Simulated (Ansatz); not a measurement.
# Be2Al (built on the sites of a database entry of Be2B): Grüneisen parameters, part 2 of 2

Wanted: mode Grüneisen parameters of Be2Al (built on the sites of a database entry of Be2B).

Ansatz 0.2.0; DFT PBEsol, scalar-relativistic, plane waves, PAW.

So far, highest frequency on the path or at a solved wavevector (cm⁻¹): step 2 (phonons on a q mesh) 486.

The structure was built from a prototype and need not be the compound's stable phase.

## 4. Phonons at the other volume, volume ratio 0.97

The phonons are repeated at this volume on the same k and q meshes.

Contents of input.yaml:

```yaml
crystal:
  lattice:
    - [0.0, 2.6976421777, 2.6976421777]
    - [2.6976421777, 0.0, 2.6976421777]
    - [2.6976421777, 2.6976421777, 0.0]
  atoms:
    - { symbol: Be, position: [0.25, 0.25, 0.25] }
    - { symbol: Be, position: [0.75, 0.75, 0.75] }
    - { symbol: Al, position: [0.0, 0.0, 0.0] }
kpoints:
  mp_grid: { grid: [12, 12, 12] }
hamiltonian:
  xc: pbesol
scf:
  occupations: { method: methfessel_paxton, width: 0.15 }
output:
  eigenvalues: true
phonons:
  method: dfpt
  qmesh: [4, 4, 4]
  temperatures: { t_max: 1000, t_step: 50 }
  qpath:
    path:
      - [[0.0, 0.0, 0.0], [0.5, 0.0, 0.5], [0.625, 0.25, 0.625]]
      - [[0.375, 0.375, 0.75], [0.0, 0.0, 0.0], [0.5, 0.5, 0.5], [0.5, 0.25, 0.75], [0.5, 0.0, 0.5]]
    npoints: 10
```

On the command line:

```console
$ ansatz run input.yaml --threads 4 --pin off --max-ram 7168MiB --backend cpu --events-out ev --progress --plain --runs-dir out
```

Numbers of over 12 decimals in the logs are rounded to 6 here.

The program printed:

```text
[...]
Crystal: 3 atoms, lattice volume = 39.263 Å³
Basis set: ecut = 420 eV, 749 PW (Γ), exchange–correlation on 54×54×54 points (8 copies of the dense FFT grid, shifted against one another)
Bands: 8, of which v1, the nominal top of the filled ones, is band 4 counted from 1 (3 counted from 0)
Symmetry: 48 space group operations
k-points: 72 of 1728
[...]
SCF iter   1: F=—  HF=-703.443366 eV  |F-HF|=—  |Δ(HF+E_count)|=         —  Δρ=2.34e-3  dr2=3.23e-3  ethr=1.77e-3  ⟨swp⟩=5.1  Hψ=4699  notcnv=0
[...]
SCF iter   6: F=-703.442518 eV  HF=-703.442518 eV  |F-HF|=1.71e-12  |Δ(HF+E_count)|=  2.27e-10  S|Δr|=    0.00e0  Δρ=7.95e-8  dr2=2.26e-12  ethr=1.00e-12  ⟨swp⟩=6.7  Hψ=2253  notcnv=0
SCF 1 converged in 6 iterations: F = -703.442518 eV  dr2 = 2.26e-12
[...]
NSCF: frozen V_eff on 72 k-points
[...]
SCF converged after 6 iterations
[...]
Free energy (F): -703.442518 eV
[...]
Internal energy: -703.442021 eV  (E = F + TS)
E sigma→0 (E₀):  -703.442394 eV
Entropy (-TS):   -0.000497 eV (-0.166 meV/atom)
Fermi energy:    5.342169 eV
[...]
--- Band table (eV; the first three rows and the last of 72) ---
[...]
ASR residual: 1.879e-5 → 0.000e0 eV/Å²; symmetrization residual: 3.778e-8 eV/Å²
  ASR residual per site (eV/Å²): 1.43e-5 1.43e-5 1.88e-5
  Γ frequencies (cm⁻¹): 0.00 0.00 0.00 301.50 301.50 301.50 503.22 503.22 503.22
--- Phonons (arbitrary-q DFPT): 8 irreducible q on the 4×4×4 mesh ---
[...]
interpolated dispersion: 62 rows × 9 modes
[...]
```

Run time: 97 s. Hardware: 4 threads of Arm Neoverse V1, shared host; peak memory 1.4 GiB; 6.1 min of CPU time.

Numbers from this step:

```
sum-rule residual before enforcement                    : 1.88e-5 eV/Å²
lowest frequency on the path                            : -212.1 cm⁻¹
highest frequency on the path or at a solved wavevector : 507.1 cm⁻¹
highest optical mode at the zone centre (no LO-TO term) : 503.2 cm⁻¹
lowest optical zone-centre mode                         : 301.5 cm⁻¹
lowest mode on the q mesh (acoustic modes at Γ apart)   : -212.1 cm⁻¹
```

Frequencies (cm⁻¹) solved at each irreducible wavevector; negative means imaginary. Frequencies by wavevector, by row:

```csv
q in reciprocal lattice units,star,mode 1,mode 2,mode 3,mode 4,mode 5,mode 6,mode 7,mode 8,mode 9
0 0 0,1,0,0,0,301.5,301.5,301.5,503.2,503.2,503.2
0 0 0.25,8,-73.3,-73.3,102.8,307.4,307.4,371.3,449.9,502.4,502.4
0 0 -0.5,4,-115.7,-115.7,211.4,357.8,357.8,413.7,482.3,493.4,493.4
0 0.25 0.25,6,-123.8,-123.8,179.2,346.5,346.5,378,432.3,498.7,498.7
0 0.25 -0.5,24,-149.9,-115.7,199,372.3,383.9,421.2,469.3,490.4,496
0 0.25 -0.25,12,-100.4,-70.3,136.9,339.5,379.3,433.2,437,498,503.6
0 -0.5 -0.5,3,-177.7,-177.7,273.6,297.3,414.5,414.5,473.9,473.9,480.9
0.25 -0.5 -0.25,6,-212.1,146.6,146.6,347.3,435.2,469.4,469.4,471.5,475.3
```

The highest optical mode at the zone centre (no LO-TO term) is 503.2 cm⁻¹, +19.7 cm⁻¹ against the base run.

## 5. Relaxing at another volume, volume ratio 1.03

The volume is scaled by 1.03 and held; symmetry leaves nothing to relax, so this is a single point. The modes can then be followed against volume.

input.yaml, the sections that differ from step 4:

```yaml
crystal:
  lattice:
    - [0.0, 2.7521546864, 2.7521546864]
    - [2.7521546864, 0.0, 2.7521546864]
    - [2.7521546864, 2.7521546864, 0.0]
  atoms:
    - { symbol: Be, position: [0.25, 0.25, 0.25] }
    - { symbol: Be, position: [0.75, 0.75, 0.75] }
    - { symbol: Al, position: [0.0, 0.0, 0.0] }
output:
  forces: true
  stress: true
  eigenvalues: true
# kpoints, hamiltonian, scf: as in step 4
# phonons: removed
```

The program printed:

```text
[...]
Crystal: 3 atoms, lattice volume = 41.692 Å³
Basis set: ecut = 420 eV, 869 PW (Γ), exchange–correlation on 54×54×54 points (8 copies of the dense FFT grid, shifted against one another)
Bands: 8, of which v1, the nominal top of the filled ones, is band 4 counted from 1 (3 counted from 0)
Symmetry: 48 space group operations
[...]
k-points: 72 of 1728
[...]
Internal energy: -703.443162 eV  (E = F + TS)
E sigma→0 (E₀):  -703.443211 eV
Entropy (-TS):   -0.000066 eV (-0.022 meV/atom)
Fermi energy:    4.880539 eV
[...]
--- Stress (GPa, compression-positive) ---
       -2.191810       0.000000       0.000000
        0.000000      -2.191810       0.000000
       -0.000000       0.000000      -2.191810
  P = ⅓ Tr σ = -2.1918 GPa (-21.918 kbar)
--- Band table (eV; the first three rows and the last of 72) ---
[...]
[key lines of the parts left out:]
SCF converged after 5 iterations
Free energy (F): -703.443228 eV
```

Run time: 0.63 s. Hardware: 4 threads; peak memory 0.31 GiB.

Numbers from this step:

```yaml
pressure: -2.192 GPa
volume_per_atom: 13.90 Å³
```

The run ends at a pressure of -2.19 GPa.

## 6. Phonons at the other volume, volume ratio 1.03

The phonons are repeated at this volume on the same k and q meshes.

input.yaml, the sections that differ from step 5:

```yaml
output:
  eigenvalues: true
phonons:
  method: dfpt
  qmesh: [4, 4, 4]
  temperatures: { t_max: 1000, t_step: 50 }
  qpath:
    path:
      - [[0.0, 0.0, 0.0], [0.5, 0.0, 0.5], [0.625, 0.25, 0.625]]
      - [[0.375, 0.375, 0.75], [0.0, 0.0, 0.0], [0.5, 0.5, 0.5], [0.5, 0.25, 0.75], [0.5, 0.0, 0.5]]
    npoints: 10
# crystal, kpoints, hamiltonian, scf: as in step 5
```

The program printed:

```text
[...]
Crystal: 3 atoms, lattice volume = 41.692 Å³
Basis set: ecut = 420 eV, 869 PW (Γ), exchange–correlation on 54×54×54 points (8 copies of the dense FFT grid, shifted against one another)
Bands: 8, of which v1, the nominal top of the filled ones, is band 4 counted from 1 (3 counted from 0)
Symmetry: 48 space group operations
k-points: 72 of 1728
[...]
Fermi energy:    4.880540 eV
[...]
--- Band table (eV; the first three rows and the last of 72) ---
[...]
ASR residual: 2.263e-5 → 0.000e0 eV/Å²; symmetrization residual: 3.009e-8 eV/Å²
  ASR residual per site (eV/Å²): 2.26e-5 2.26e-5 3.96e-6
  Γ frequencies (cm⁻¹): 0.00 0.00 0.00 256.58 256.58 256.58 464.65 464.65 464.65
--- Phonons (arbitrary-q DFPT): 8 irreducible q on the 4×4×4 mesh ---
[...]
interpolated dispersion: 62 rows × 9 modes
[...]
[key lines of the parts left out:]
SCF converged after 6 iterations
Free energy (F): -703.443228 eV
```

Elapsed: 99 s, on 4 threads; peak memory 1.5 GiB.

Numbers from this step:

```yaml
sum_rule_residual_before_enforcement: 2.26e-5 eV/Å²
lowest_frequency_on_the_path: -200.6 cm⁻¹
highest_frequency_on_the_path_or_at_a_solved_wavevector: 466.4 cm⁻¹
highest_optical_mode_at_the_zone_centre_no_lo_to_term: 464.6 cm⁻¹
lowest_optical_zone_centre_mode: 256.6 cm⁻¹
lowest_mode_on_the_q_mesh_acoustic_modes_at_gamma_apart: -200.6 cm⁻¹
```

The highest optical mode at the zone centre (no LO-TO term) is 464.6 cm⁻¹, -18.9 cm⁻¹ against the base run.

## 7. Grüneisen parameters

The Grüneisen parameter of a mode is minus the logarithmic change of its frequency with volume, −d ln ω / d ln V; weighted by heat capacity it gives the expansion.

Numbers from this step:

- bulk modulus: 78.1 GPa

The phonon branches at the labelled points (cm⁻¹):

```csv
point,branch 1,branch 2,branch 3,branch 4,branch 5,branch 6,branch 7,branch 8,branch 9
Γ,0,0,0,279,279,279,484,484,484
halfway,-123,-123,171,327,327,361,413,478,478
X,-173,-173,255,288,398,398,451,451,465
halfway,-172,-169,270,280,393,419,450,455,464
U,-154,-146,236,317,378,448,450,462,464
jump to K,-154,-146,236,317,378,448,450,462,464
halfway,-68,-63,62,291,344,372,416,474,486
Γ,0,0,0,279,279,279,484,484,484
halfway,-72,-72,97,286,286,353,430,482,482
L,-113,-113,208,339,339,398,462,472,472
halfway,-148,91,150,349,376,398,464,471,475
W,-206,145,145,328,419,449,449,452,455
halfway,-194,-128,250,297,407,421,452,455,462
X,-173,-173,255,288,398,398,451,451,465
```

The same for volume x 0.97:

| point | branch 1 | branch 2 | branch 3 | branch 4 | branch 5 | branch 6 | branch 7 | branch 8 | branch 9 |
| --- | --- | --- | --- | --- | --- | --- | --- | --- | --- |
| Γ | 0 | 0 | 0 | 302 | 302 | 302 | 503 | 503 | 503 |
| X | -178 | -178 | 274 | 297 | 414 | 414 | 474 | 474 | 481 |
| U | -159 | -151 | 242 | 336 | 395 | 468 | 470 | 479 | 486 |
| K | -159 | -151 | 242 | 336 | 395 | 468 | 470 | 479 | 486 |
| Γ | 0 | 0 | 0 | 302 | 302 | 302 | 503 | 503 | 503 |
| L | -116 | -116 | 211 | 358 | 358 | 414 | 482 | 493 | 493 |
| W | -212 | 147 | 147 | 347 | 435 | 470 | 470 | 472 | 475 |
| X | -178 | -178 | 274 | 297 | 414 | 414 | 474 | 474 | 481 |

The same for volume x 1.03:

```csv
point,branch 1,branch 2,branch 3,branch 4,branch 5,branch 6,branch 7,branch 8,branch 9
Γ,0,0,0,257,257,257,465,465,465
X,-169,-169,236,279,382,382,430,430,449
U,-149,-140,231,299,362,426,433,442,445
K,-149,-140,231,299,362,426,433,442,445
Γ,0,0,0,257,257,257,465,465,465
L,-110,-110,205,322,322,382,443,452,452
W,-201,143,143,310,404,429,429,430,440
X,-169,-169,236,279,382,382,430,430,449
```

The first set of phonon branches as a text plot (rows in cm⁻¹):

```
    492 |*******            *******************
    462 |  **   *************  ******    **    ******************
    432 |    **  *     *** ****  *         *****        ******
    402 |      **   *****      **             ******  ****  *****
    372 |      * ***     *** ****            *      ****
    342 |       * **       **** **          *   ***********
    312 |   ****    *    **    * ***      ** ***           ***
    282 |****        ****       *************                 ***
    252 |           *** **                                    ***
    222 |        ***      **                     *          **
    192 |       *           *                  ** **
    162 |      *             **               *     ***    *
    133 |    **                              *         ****
    103 |   *                  *            *         **   *
     73 |  *                    * ***     **
     43 | *                          *  **           *
     13 |*                            **
    -17 | *                      *  **  **
    -47 |  *                     ***      **        *       *
    -77 |   *               *****           **     *
   -107 |    **            ****               ******         *
   -137 |      **         **                        ***       *
   -167 |        **********                            **      **
   -197 |                                                ******
         Γ           X  U|K            Γ         L        W     X
```

## 8. Results

```json
{
 "bulk modulus": "78.1 GPa"
}
```

In words: No expansion is given, because modes are imaginary at one volume or more. The highest optical mode at Γ goes from 503 to 465 cm⁻¹ as the cell grows, a Grüneisen parameter of 1.33. Branches are matched by rank, so values near crossings are rough. With no gap, or one that is small against the smearing, the frequencies hang on the k mesh and the smearing, most of all near Kohn anomalies. The phonon runs are without spin polarisation, although the cell has an odd electron count. A phonon run warned that its eigensolver left some bands unconverged in a pass. The starting cell was built on a prototype and not taken from a measurement, so the phase need not exist.

[Logs are printed without paths, hosts, clocks, repeated set-up lines and the standing remarks that a program may print on its own settings, such as how far it seeks lower states.]

[Hosts, paths, dates, database ids (printed as entryN), source tags and the programs' standing remarks are cut or masked in the printed files.]
